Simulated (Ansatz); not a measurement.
## Sr2IrS4, from a guessed structure to a relaxed one

Starting from a made-up structure for Sr2IrS4, the aim is the relaxed cell, its shortest contacts and, where a second run follows, its electronic structure.

Calculated with Ansatz 0.2.0; DFT, PBE, plane-wave PAW, files of the set soft_1, scalar-relativistic, no spin, cell and ions relaxed at zero pressure; PAW set soft_1, in the first sound run; inputs show where later runs differ.

**1. Starting point**

The structure is tetragonal, space group I4/mmm (No. 139). The conventional cell has a = 4.588 Å, b = 4.588 Å, c = 15.006 Å, α = 90.00°, β = 90.00°, γ = 90.00°. Nearest to Ir lie 6 S at 2.29 to 2.37 Å. Nearest to Sr lie 9 S at 2.93 to 3.25 Å. Nearest to S lie 1 Ir at 2.37 Å and 5 Sr at 2.93 to 3.25 Å. Nearest to S lie 2 Ir at 2.29 Å and 4 Sr at 3.18 Å. Farther neighbours and most contacts between anions are not listed.

**2. Relaxing cell and atoms**

The guess takes its coordinates from another compound and its volume from a rule, so the cell and any free coordinates are relaxed together.

Input file input.yaml:

```yaml
crystal:
  lattice:
    - [-2.294, 2.294, 7.503]
    - [2.294, -2.294, 7.503]
    - [2.294, 2.294, -7.503]
  atoms:
    - { symbol: Ir, position: [0.0, 0.0, 0.0] }
    - { symbol: Sr, position: [0.3528, 0.3528, 0.0] }
    - { symbol: Sr, position: [0.6472, 0.6472, 0.0] }
    - { symbol: S, position: [0.1577, 0.1577, 0.0] }
    - { symbol: S, position: [0.8423, 0.8423, 0.0] }
    - { symbol: S, position: [0.5, 0.0, 0.5] }
    - { symbol: S, position: [0.0, 0.5, 0.5] }
kpoints:
  mp_grid: { grid: [8, 8, 8] }
scf:
  occupations: { method: fermi_dirac, width: 0.05 }
hamiltonian:
  xc: pbe
  pseudopotentials: { kind: paw, azcp: { folder: soft_1 } }
relax:
  f_tol: 0.015
  max_steps: 70
  cell: {}
output:
  forces: true
  stress: true
```

Started as:

```bash
> ansatz run input.yaml --threads 4 --pin off --max-ram 10240MiB --backend cpu --events-out ev --progress --plain --runs-dir out
```

Numbers of over 12 decimals in the logs are rounded to 6 here.

Log:

```text
basis.fft_grid_basis auto: the FFT boxes are laid along the combinations [[1, 0, 1], [0, 1, 1], [0, 0, 1]] of the cell's own vectors, 4.588, 4.588 and 8.174 Å long. The dense box has 32×32×60 points. Along the cell's own vectors, as sized, it would have 60×60×60, 3.52 times as many. Of the 16 symmetry operations that the crystal satisfies within crystal.symmetry.tolerance (time reversal apart; of a slab, those that k [...]
Engine: ansatz 0.2.0, aarch64-unknown-linux-gnu
Pseudopotentials: kind: paw
Pseudopotential: Ir, paw, valence charge 17, recommended cutoff 420 eV (normal), soft_1/Ir.paw.azcp
Pseudopotential: Sr, paw, valence charge 10, recommended cutoff 420 eV (normal), soft_1/Sr.paw.azcp
Pseudopotential: S, paw, valence charge 6, recommended cutoff 420 eV (normal), soft_1/S.paw.azcp
Functional definition: PBE
  parameter kappa = 0.804
  parameter beta = 0.066725
  exchange = pbe_x(kappa = kappa, mu = beta*pi^2/3)
  correlation = pbe_c(beta = beta)
Crystal: 7 atoms, lattice volume = 157.936 Å³
Basis set: ecut = 420 eV, 3137 PW (Γ), FFT grids on a1+a3, a2+a3, a3, exchange–correlation on 64×64×120 points (8 copies of the dense FFT grid, shifted against one another)
Bands: 38, of which v1, the nominal top of the filled ones, is band 31 counted from 1 (30 counted from 0)
Symmetry: 16 space group operations
Space group: I4/mmm (ITA 139), of the structure as read, at distance tolerance 5.4e-5 Å
k-points: 59 of 512
Non-local potential: Ir, projectors of the file, l = 0: 3, l = 1: 2, l = 2: 2, l = 3: 1
Non-local potential: Sr, projectors of the file, l = 0: 3, l = 1: 2, l = 2: 2
Non-local potential: S, projectors of the file, l = 0: 2, l = 1: 2, l = 2: 1
PAW form: soft (Blöchl's): semilocal exchange-correlation on the pseudo side does not see the compensation charge
PAW one-centre angular grid: Ir, 590 points (default); XC on 64 Gauss nodes
PAW one-centre angular grid: Sr, 110 points (default); XC on 64 Gauss nodes
PAW one-centre angular grid: S, 110 points (default); XC on 64 Gauss nodes
Initial density: superposition of atomic densities (chi_scale 0.1, normalization cell, long waves kept (reshape's long-wave potential 0.12 eV rms))
Initial wavefunctions: pseudopotential atomic-orbital guess
Functional: x = pbe(κ = 0.804, μ = 0.219515), c = pbe(β = 0.066725)
SCF iter   1: F=—  HF=-22645.439259 eV  |F-HF|=—  |Δ(HF+E_count)|=         —  Δρ=7.14e-2  dr2=2.74e1  ethr=3.10e-3  ⟨swp⟩=12.7  Hψ=14270  notcnv=0
preconditioner: auto → Kerker (q_TF=auto, 2.328 Å⁻¹)  [metal: Δε(μ)=0.002 eV  Ē_g=7.560 eV  σ=0.050 eV  W_gap=0.01  n_scr=32 (ndim 8)  ℏωp=18.0 eV  f_vac=0.000  D(μ)=5.88/eV (n_scr^D=50)]
SCF iter   2: F=—  HF=-22642.777711 eV  |F-HF|=—  |Δ(HF+E_count)|=    2.66e0  Δρ=3.78e-2  dr2=9.71e0  ethr=3.10e-3  ⟨swp⟩=3.1  Hψ=4380  notcnv=0  defer=31
SCF iter   3: F=—  HF=-22641.158121 eV  |F-HF|=—  |Δ(HF+E_count)|=    1.62e0  Δρ=1.02e-2  dr2=1.19e0  ethr=3.10e-3  ⟨swp⟩=4.8  Hψ=5325  notcnv=0  defer=50
SCF iter   4: F=—  HF=-22640.885755 eV  |F-HF|=—  |Δ(HF+E_count)|=   2.72e-1  Δρ=5.06e-3  dr2=1.02e-1  ethr=1.96e-3  ⟨swp⟩=3.7  Hψ=3890  notcnv=0  defer=100
SCF iter   5: F=—  HF=-22640.868600 eV  |F-HF|=—  |Δ(HF+E_count)|=   1.72e-2  Δρ=1.53e-3  dr2=1.95e-2  ethr=1.67e-4  ⟨swp⟩=3.5  Hψ=3461  notcnv=0  defer=101
SCF iter   6: F=—  HF=-22640.866981 eV  |F-HF|=—  |Δ(HF+E_count)|=   1.62e-3  Δρ=6.60e-4  dr2=2.35e-3  ethr=3.20e-5  ⟨swp⟩=2.5  Hψ=3398  notcnv=0  defer=101
SCF iter   7: F=—  HF=-22640.867315 eV  |F-HF|=—  |Δ(HF+E_count)|=   3.34e-4  Δρ=2.72e-4  dr2=2.89e-4  ethr=3.86e-6  ⟨swp⟩=2.0  Hψ=3186  notcnv=0  defer=101
SCF iter   8: F=—  HF=-22640.867406 eV  |F-HF|=—  |Δ(HF+E_count)|=   9.09e-5  Δρ=8.81e-5  dr2=2.05e-5  ethr=4.74e-7  ⟨swp⟩=2.1  Hψ=3029  notcnv=0  defer=101
SCF iter   9: F=—  HF=-22640.867471 eV  |F-HF|=—  |Δ(HF+E_count)|=   6.52e-5  Δρ=2.55e-5  dr2=2.34e-6  ethr=3.37e-8  ⟨swp⟩=2.1  Hψ=3600  notcnv=0  defer=100
SCF iter  10: F=—  HF=-22640.867472 eV  |F-HF|=—  |Δ(HF+E_count)|=   8.35e-7  Δρ=1.00e-5  dr2=3.28e-7  ethr=3.83e-9  ⟨swp⟩=2.4  Hψ=3389  notcnv=0  defer=100
SCF iter  11: F=-22640.867472 eV  HF=-22640.867472 eV  |F-HF|=5.18e-9  |Δ(HF+E_count)|=   4.11e-8  Δρ=2.79e-6  dr2=2.08e-8  ethr=1.64e-10  ⟨swp⟩=5.1  Hψ=8631  notcnv=0
SCF 1 converged in 11 iterations: F = -22640.867472 eV  dr2 = 2.08e-8
  greatest PAW one-centre occupation: 1.000 electrons in one spin orbital (limit 2), on the Ir atom at site 0 (counted from 0), in its partial waves of l = 0
relax step   1: F+E_penalty+E_count = -22640.86747199 eV  Δ(F+E_penalty+E_count) = +0.000e0 eV  max|allowed force component| = 1.406e0 eV/Å  Δτ_max = 0.0000 Å  P = +4.272 GPa  Ω = 157.936 Å³  (11 SCF iters, dr2 threshold 1.00e-7 eV, accepted)
Crystal: 7 atoms, lattice volume = 163.981 Å³
Basis set: ecut = 420 eV, 3209 PW (Γ), FFT grids on a1+a3, a2+a3, a3, exchange–correlation on 64×64×120 points (8 copies of the dense FFT grid, shifted against one another)
Initial density: handed on by an earlier stage of this run
Initial wavefunctions: those handed on with the density
iter 1 solved again at ethr=2.95e-3 eV; its pass at ethr=3.10e-3 eV (dr2=1.80e0 eV) is discarded
SCF iter   1: F=—  HF=-22641.190785 eV  |F-HF|=—  |Δ(HF+E_count)|=         —  Δρ=1.65e-2  dr2=1.81e0  ethr=2.95e-3  ⟨swp⟩=1.3  Hψ=14768  notcnv=0
preconditioner: auto → LDOS  [metal: Δε(μ)=0.006 eV  Ē_g=11.286 eV  σ=0.050 eV  W_gap=0.03  n_scr=32 (ndim 8)  ℏωp=20.3 eV  f_vac=0.013  D(μ)=8.95/eV (n_scr^D=78)  β→1.0]
SCF iter   2: F=—  HF=-22641.078342 eV  |F-HF|=—  |Δ(HF+E_count)|=   1.12e-1  Δρ=1.11e-2  dr2=1.26e-1  ethr=2.95e-3  ⟨swp⟩=3.1  Hψ=2922  notcnv=0  defer=4
preconditioner: auto → Kerker (q_TF=auto, 2.314 Å⁻¹)  [metal: Δε(μ)=0.002 eV  Ē_g=11.267 eV  σ=0.050 eV  W_gap=0.01  n_scr=32 (ndim 8)  ℏωp=20.3 eV  f_vac=0.009  D(μ)=8.50/eV (n_scr^D=78)  β→0.5]
SCF iter   3: F=—  HF=-22641.055361 eV  |F-HF|=—  |Δ(HF+E_count)|=   2.30e-2  Δρ=3.13e-3  dr2=2.71e-2  ethr=2.07e-4  ⟨swp⟩=2.6  Hψ=4149  notcnv=0  defer=95
SCF iter   4: F=—  HF=-22641.050972 eV  |F-HF|=—  |Δ(HF+E_count)|=   4.39e-3  Δρ=9.09e-4  dr2=2.05e-3  ethr=4.44e-5  ⟨swp⟩=1.9  Hψ=3197  notcnv=0  defer=95
SCF iter   5: F=—  HF=-22641.050870 eV  |F-HF|=—  |Δ(HF+E_count)|=   1.02e-4  Δρ=2.20e-4  dr2=3.11e-4  ethr=3.37e-6  ⟨swp⟩=2.3  Hψ=3566  notcnv=0  defer=95
SCF iter   6: F=—  HF=-22641.050887 eV  |F-HF|=—  |Δ(HF+E_count)|=   1.69e-5  Δρ=5.98e-5  dr2=1.86e-5  ethr=5.10e-7  ⟨swp⟩=2.3  Hψ=3195  notcnv=0  defer=95
SCF iter   7: F=—  HF=-22641.050887 eV  |F-HF|=—  |Δ(HF+E_count)|=   6.64e-8  Δρ=2.12e-5  dr2=1.43e-6  ethr=3.06e-8  ⟨swp⟩=2.1  Hψ=3051  notcnv=0  defer=95
SCF iter   8: F=-22641.050887 eV  HF=-22641.050887 eV  |F-HF|=5.74e-8  |Δ(HF+E_count)|=   1.78e-7  Δρ=6.33e-6  dr2=1.25e-7  ethr=1.15e-9  ⟨swp⟩=5.4  Hψ=8796  notcnv=0
SCF 2 converged in 8 iterations: F = -22641.050887 eV  dr2 = 1.25e-7
relax step   2: F+E_penalty+E_count = -22641.05088689 eV  Δ(F+E_penalty+E_count) = -1.834e-1 eV  max|allowed force component| = 2.149e-1 eV/Å  Δτ_max = 0.1146 Å  P = -0.220 GPa  Ω = 163.981 Å³  energy of the carried Pulay correction = -7.038e-4 eV  (8 SCF iters, dr2 threshold 7.00e-7 eV, accepted)
Crystal: 7 atoms, lattice volume = 164.239 Å³
Basis set: ecut = 420 eV, 3201 PW (Γ), FFT grids on a1+a3, a2+a3, a3, exchange–correlation on 64×64×120 points (8 copies of the dense FFT grid, shifted against one another)
iter 1 solved again at ethr=6.93e-5 eV; its pass at ethr=3.10e-3 eV (dr2=4.23e-2 eV) is discarded
SCF iter   1: F=—  HF=-22641.070938 eV  |F-HF|=—  |Δ(HF+E_count)|=         —  Δρ=2.92e-3  dr2=4.28e-2  ethr=6.93e-5  ⟨swp⟩=2.6  Hψ=13052  notcnv=0
preconditioner: auto → Kerker (q_TF=auto, 2.313 Å⁻¹)  [metal: Δε(μ)=0.004 eV  Ē_g=11.259 eV  σ=0.050 eV  W_gap=0.02  n_scr=32 (ndim 8)  ℏωp=20.3 eV  f_vac=0.006  D(μ)=7.50/eV (n_scr^D=62)]
SCF iter   2: F=—  HF=-22641.066270 eV  |F-HF|=—  |Δ(HF+E_count)|=   4.67e-3  Δρ=1.48e-3  dr2=1.86e-2  ethr=6.93e-5  ⟨swp⟩=1.0  Hψ=2242  notcnv=0
SCF iter   3: F=—  HF=-22641.062815 eV  |F-HF|=—  |Δ(HF+E_count)|=   3.46e-3  Δρ=4.37e-4  dr2=1.39e-3  ethr=3.06e-5  ⟨swp⟩=2.2  Hψ=3430  notcnv=0
SCF iter   4: F=—  HF=-22641.062561 eV  |F-HF|=—  |Δ(HF+E_count)|=   2.54e-4  Δρ=2.38e-4  dr2=2.44e-4  ethr=2.28e-6  ⟨swp⟩=1.3  Hψ=2604  notcnv=0
SCF iter   5: F=—  HF=-22641.062571 eV  |F-HF|=—  |Δ(HF+E_count)|=   9.98e-6  Δρ=7.98e-5  dr2=2.64e-5  ethr=4.00e-7  ⟨swp⟩=2.5  Hψ=3641  notcnv=0
SCF iter   6: F=—  HF=-22641.062576 eV  |F-HF|=—  |Δ(HF+E_count)|=   4.79e-6  Δρ=2.74e-5  dr2=2.46e-6  ethr=4.32e-8  ⟨swp⟩=2.2  Hψ=3720  notcnv=0
SCF iter   7: F=-22641.062578 eV  HF=-22641.062578 eV  |F-HF|=2.52e-7  |Δ(HF+E_count)|=   1.91e-6  Δρ=9.04e-6  dr2=2.19e-7  ethr=1.15e-9  ⟨swp⟩=5.9  Hψ=8900  notcnv=0
SCF 3 converged in 7 iterations: F = -22641.062578 eV  dr2 = 2.19e-7
relax step   3: F+E_penalty+E_count = -22641.06257842 eV  Δ(F+E_penalty+E_count) = -1.169e-2 eV  max|allowed force component| = 1.109e-2 eV/Å  Δτ_max = 0.0329 Å  P = -0.129 GPa  Ω = 164.239 Å³  energy of the carried Pulay correction = -7.332e-4 eV  (7 SCF iters, dr2 threshold 7.00e-7 eV, accepted)
Crystal: 7 atoms, lattice volume = 164.068 Å³
iter 1 solved again at ethr=3.18e-6 eV; its pass at ethr=3.10e-3 eV (dr2=1.94e-3 eV) is discarded
SCF iter   1: F=—  HF=-22641.063689 eV  |F-HF|=—  |Δ(HF+E_count)|=         —  Δρ=6.16e-4  dr2=2.18e-3  ethr=3.18e-6  ⟨swp⟩=3.0  Hψ=12231  notcnv=0
preconditioner: auto → Kerker (q_TF=auto, 2.314 Å⁻¹)  [metal: Δε(μ)=0.004 eV  Ē_g=11.257 eV  σ=0.050 eV  W_gap=0.02  n_scr=32 (ndim 8)  ℏωp=20.3 eV  f_vac=0.007  D(μ)=7.69/eV (n_scr^D=62)]
SCF iter   2: F=—  HF=-22641.063482 eV  |F-HF|=—  |Δ(HF+E_count)|=   2.07e-4  Δρ=3.19e-4  dr2=8.95e-4  ethr=3.18e-6  ⟨swp⟩=1.0  Hψ=2243  notcnv=0
SCF iter   3: F=—  HF=-22641.063325 eV  |F-HF|=—  |Δ(HF+E_count)|=   1.57e-4  Δρ=8.75e-5  dr2=8.60e-5  ethr=1.47e-6  ⟨swp⟩=1.7  Hψ=2481  notcnv=0
SCF iter   4: F=—  HF=-22641.063351 eV  |F-HF|=—  |Δ(HF+E_count)|=   2.61e-5  Δρ=4.38e-5  dr2=5.80e-6  ethr=1.41e-7  ⟨swp⟩=2.1  Hψ=3327  notcnv=0
SCF iter   5: F=—  HF=-22641.063352 eV  |F-HF|=—  |Δ(HF+E_count)|=   4.42e-7  Δρ=1.24e-5  dr2=6.87e-7  ethr=9.51e-9  ⟨swp⟩=2.2  Hψ=3372  notcnv=0
SCF iter   6: F=-22641.063352 eV  HF=-22641.063352 eV  |F-HF|=3.27e-8  |Δ(HF+E_count)|=   2.69e-7  Δρ=5.20e-6  dr2=7.27e-8  ethr=3.13e-10  ⟨swp⟩=5.8  Hψ=8773  notcnv=0
SCF 4 converged in 6 iterations: F = -22641.063352 eV  dr2 = 7.27e-8
relax step   4: F+E_penalty+E_count = -22641.06335210 eV  Δ(F+E_penalty+E_count) = -7.737e-4 eV  max|allowed force component| = 2.551e-2 eV/Å  Δτ_max = 0.0058 Å  P = -0.019 GPa  Ω = 164.068 Å³  energy of the carried Pulay correction = -7.138e-4 eV  (6 SCF iters, dr2 threshold 1.91e-7 eV, accepted)
Crystal: 7 atoms, lattice volume = 164.001 Å³
Basis set: ecut = 420 eV, 3193 PW (Γ), FFT grids on a1+a3, a2+a3, a3, exchange–correlation on 64×64×120 points (8 copies of the dense FFT grid, shifted against one another)
iter 1 solved again at ethr=2.71e-7 eV; its pass at ethr=3.10e-3 eV (dr2=1.66e-4 eV) is discarded
SCF iter   1: F=—  HF=-22641.063630 eV  |F-HF|=—  |Δ(HF+E_count)|=         —  Δρ=3.08e-4  dr2=1.84e-4  ethr=2.71e-7  ⟨swp⟩=3.0  Hψ=13164  notcnv=0
preconditioner: auto → Kerker (q_TF=auto, 2.314 Å⁻¹)  [metal: Δε(μ)=0.009 eV  Ē_g=11.255 eV  σ=0.050 eV  W_gap=0.04  n_scr=32 (ndim 8)  ℏωp=20.3 eV  f_vac=0.007  D(μ)=7.67/eV (n_scr^D=62)]
SCF iter   2: F=—  HF=-22641.063592 eV  |F-HF|=—  |Δ(HF+E_count)|=   3.76e-5  Δρ=1.73e-4  dr2=7.28e-5  ethr=2.71e-7  ⟨swp⟩=1.0  Hψ=2242  notcnv=0
SCF iter   3: F=—  HF=-22641.063610 eV  |F-HF|=—  |Δ(HF+E_count)|=   1.70e-5  Δρ=3.95e-5  dr2=4.51e-6  ethr=1.19e-7  ⟨swp⟩=2.0  Hψ=3174  notcnv=0
SCF iter   4: F=—  HF=-22641.063610 eV  |F-HF|=—  |Δ(HF+E_count)|=   7.44e-8  Δρ=1.50e-5  dr2=1.01e-6  ethr=7.39e-9  ⟨swp⟩=2.3  Hψ=3798  notcnv=0
SCF iter   5: F=—  HF=-22641.063610 eV  |F-HF|=—  |Δ(HF+E_count)|=   1.35e-9  Δρ=4.96e-6  dr2=9.19e-8  ethr=1.65e-9  ⟨swp⟩=2.0  Hψ=3113  notcnv=0
SCF iter   6: F=-22641.063610 eV  HF=-22641.063610 eV  |F-HF|=5.75e-9  |Δ(HF+E_count)|=   1.66e-8  Δρ=1.71e-6  dr2=1.90e-8  ethr=1.05e-10  ⟨swp⟩=5.0  Hψ=8399  notcnv=0
SCF 5 converged in 6 iterations: F = -22641.063610 eV  dr2 = 1.90e-8
relax step   5: F+E_penalty+E_count = -22641.06360960 eV  Δ(F+E_penalty+E_count) = -2.575e-4 eV  max|allowed force component| = 4.684e-3 eV/Å  Δτ_max = 0.0003 Å  P = +0.015 GPa  Ω = 164.001 Å³  energy of the carried Pulay correction = -7.061e-4 eV  (6 SCF iters, dr2 threshold 6.42e-8 eV, accepted)
Initial wavefunctions: pseudopotential atomic-orbital guess (no wavefunctions were taken with the density)
iter 1 solved again at ethr=9.32e-7 eV; its pass at ethr=3.10e-3 eV (dr2=5.69e-4 eV) is discarded
SCF iter   1: F=—  HF=-22641.064048 eV  |F-HF|=—  |Δ(HF+E_count)|=         —  Δρ=9.47e-5  dr2=6.04e-7  ethr=9.32e-7  ⟨swp⟩=4.0  Hψ=20086  notcnv=0
eigensolver tolerance schedule: the retry pair's looser diagonalisation over-reported the residual by 940.43 of it (diagonalisation noise at 0.39 of the residual, at the tolerance the schedule requests for it); recorded, not acted on — ethr = c·dr2/N_el stays at c = 1.0e-1
preconditioner: auto → Kerker (q_TF=auto, 2.314 Å⁻¹)  [metal: Δε(μ)=0.008 eV  Ē_g=11.255 eV  σ=0.050 eV  W_gap=0.04  n_scr=32 (ndim 8)  ℏωp=20.3 eV  f_vac=0.007  D(μ)=7.70/eV (n_scr^D=62)]
SCF iter   2: F=—  HF=-22641.064234 eV  |F-HF|=—  |Δ(HF+E_count)|=   1.85e-4  Δρ=4.81e-5  dr2=1.59e-7  ethr=9.90e-10  ⟨swp⟩=3.3  Hψ=5478  notcnv=0
SCF iter   3: F=—  HF=-22641.064285 eV  |F-HF|=—  |Δ(HF+E_count)|=   5.11e-5  Δρ=1.89e-6  dr2=6.15e-9  ethr=2.61e-10  ⟨swp⟩=2.0  Hψ=4065  notcnv=0
SCF iter   4: F=—  HF=-22641.064285 eV  |F-HF|=—  |Δ(HF+E_count)|=   4.00e-8  Δρ=5.58e-7  dr2=2.79e-9  ethr=1.01e-11  ⟨swp⟩=1.2  Hψ=2384  notcnv=0
SCF iter   5: F=—  HF=-22641.064285 eV  |F-HF|=—  |Δ(HF+E_count)|=  4.40e-10  Δρ=2.87e-7  dr2=3.70e-10  ethr=4.57e-12  ⟨swp⟩=2.0  Hψ=2637  notcnv=0
SCF iter   6: F=-22641.064285 eV  HF=-22641.064285 eV  |F-HF|=1.46e-11  |Δ(HF+E_count)|=  7.28e-12  Δρ=1.61e-7  dr2=4.01e-11  ethr=1.00e-12  ⟨swp⟩=6.0  Hψ=9352  notcnv=0
SCF 6 converged in 6 iterations: F = -22641.064285 eV  dr2 = 4.01e-11
relax step   6: F+E_penalty+E_count = -22641.06428466 eV  Δ(F+E_penalty+E_count) = -6.751e-4 eV  max|allowed force component| = 4.508e-3 eV/Å  Δτ_max = 0.0000 Å  P = +0.014 GPa  Ω = 164.001 Å³  stress off target by 3.38e-2 GPa  SCF on the basis re-selected at this cell (its energy is not comparable with the rows above)  (6 SCF iters)
basis re-selected at this cell: Δ(F+E_penalty+E_count) = -6.751e-4 eV, ΔP = -0.001 GPa vs the last step (what re-selecting the basis moved, of the pressure what is left beyond the Pulay correction that the steps carried, after the strain that the cell walked since its last selection, with what the two solves' SCF thresholds leave and, on support functions, any second-order correction that the steps lacked; it is no m [...]
SCF converged after 6 iterations
Free energy (F): -22641.064285 eV
Harris-Foulkes:  -22641.064285 eV  (|F-HF|=1.46e-11)
Internal energy: -22641.005395 eV  (E = F + TS)
E sigma→0 (E₀):  -22641.034840 eV
Entropy (-TS):   -0.058890 eV (-8.413 meV/atom)
Fermi energy:    7.896609 eV
--- Per-component energies (eV) ---
  E_band       = -507.242349
  E_kinetic    = 1430.107080
  E_local      = -4825.127137  (includes V_loc(G=0)·N_el)
  E_nonlocal   = 792.834285
  E_hartree    = 1699.664115
  E_xc         = -937.717824
  E_vxc        = -900.281406  (∫ρ·V_xc dr)
  E_paw        = -17079.834215  (= ΣΔE_a)
  E_vpaw       = -404.103787  (= ΣTr[D̂ρ^β])
  E_aug_tail   = 0.000330  (compensation charges beyond the density's cutoff)
  E_ewald      = -3720.932029
  E_smearing   = -0.058890  (= −TS)
  E_closure    = 0.000000  (closes the sum)
  Σ components = -22641.064285   (vs F -22641.064285, Δ=0.00e0)
--- Forces (eV/Å), atoms counted from 1 ---
  atom   1  Ir    -0.00000000     0.00000000     0.00000000
  atom   2  Sr     0.00000000    -0.00000000    -0.00439314
  atom   3  Sr    -0.00000000    -0.00000000     0.00439314
  atom   4  S      0.00000000     0.00000000     0.00450775
  atom   5  S     -0.00000000     0.00000000    -0.00450775
  atom   6  S      0.00000000     0.00000000     0.00000000
  atom   7  S      0.00000000    -0.00000000    -0.00000000
  max |Σ_I F_I| component: 1.91e-17 eV/Å
--- Stress (GPa, compression-positive) ---
        0.033791       0.000000      -0.000000
        0.000000       0.033791       0.000000
       -0.000000      -0.000000      -0.024636
  P = ⅓ Tr σ = 0.0143 GPa (0.143 kbar)
--- Relaxed structure (5 steps of the walk, 5 accepted, 1 SCFs on fresh bases) ---
  F+E_penalty+E_count = -22641.06428466 eV   max|allowed force component| = 4.508e-3 eV/Å   (the final SCF, on the basis selected at the relaxed cell)
  cell:  # Å, volume = 164.0014 Å³
    - [-2.321880, 2.321880, 7.605154]
    - [2.321880, -2.321880, 7.605154]
    - [2.321880, 2.321880, -7.605154]
  atoms:
    - { symbol: Ir, position: [3.0551954747216366e-19, 3.0551954747214074e-19, 0] }
    - { symbol: Sr, position: [0.356108, 0.356108, 0] }
    - { symbol: Sr, position: [0.643892, 0.643892, 0] }
    - { symbol: S, position: [0.163402, 0.163402, 0] }
    - { symbol: S, position: [0.836598, 0.836598, 0] }
    - { symbol: S, position: [0.500000, 3.0551954747215282e-19, 0.500000] }
    - { symbol: S, position: [3.055195474721626e-19, 0.500000, 0.500000] }
```

Elapsed: 23 s, on 4 threads of Arm Neoverse V2, shared host; peak memory 0.65 GiB.

This run has no spin polarisation although its electron count is odd.

The steps of the relaxation:

```
step  energy less that of the first step (eV)  largest force component (eV/Å)  pressure (GPa)  volume (Å³)
   1                                   0.0000                          1.4064            4.27       157.94
   2                                  -0.1834                          0.2149           -0.22       163.98
   3                                  -0.1951                          0.0111           -0.13       164.24
   4                                  -0.1959                          0.0255           -0.02       164.07
   5                                  -0.1961                          0.0047            0.01       164.00
  6*                                  -0.1968                          0.0045            0.01       164.00
```

Relaxation steps marked * repeat the geometry before them on a plane-wave basis chosen anew for their cell, so energy and pressure can jump there.

The run keeps the 16 symmetry operations that it works with, so distortions that break them were not tested.

```csv
"conventional cell, symmetrised",before,after,change
a (Å),4.588,4.644,+1.2 %
b (Å),4.588,4.644,+1.2 %
c (Å),15.006,15.210,+1.4 %
volume (Å³/atom),22.56,23.43,+3.8 %
```

The atoms that moved most (Å, as changes of fractional coordinates times the final cell):

```
atom     dx     dy      dz  length
  S5  0.000  0.000  -0.087   0.087
  S4  0.000  0.000   0.087   0.087
 Sr2  0.000  0.000   0.050   0.050
 Sr3  0.000  0.000  -0.050   0.050
```

This step gave:

```
free energy             : -22641.0643 eV
energy at zero smearing : -22641.0348 eV
smearing term TS        : 0.05889 eV
Fermi energy            : 7.897 eV
electrons               : 61
symmetry operations     : 16
pressure                : 0.01432 GPa
```

The shortest distance of each pair, which need not be the same contact before and after:

```csv
pair,guess (Å),relaxed (Å)
Ir–S,2.294,2.322
S–Sr,2.928,2.931
S–S,3.244,3.284
Ir–Sr,3.925,3.946
Sr–Sr,4.418,4.377
```

The relaxation ends with a largest force component of 0.0045 eV/Å and a pressure of 0.01 GPa.

[end of part 1 of 2]

[Logs are printed without paths, hosts, clocks, repeated set-up lines and the standing remarks that a program may print on its own settings, such as how far it seeks lower states.]

[Hosts, paths, dates, database ids (printed as entryN), source tags and the programs' standing remarks are cut or masked in the printed files.]
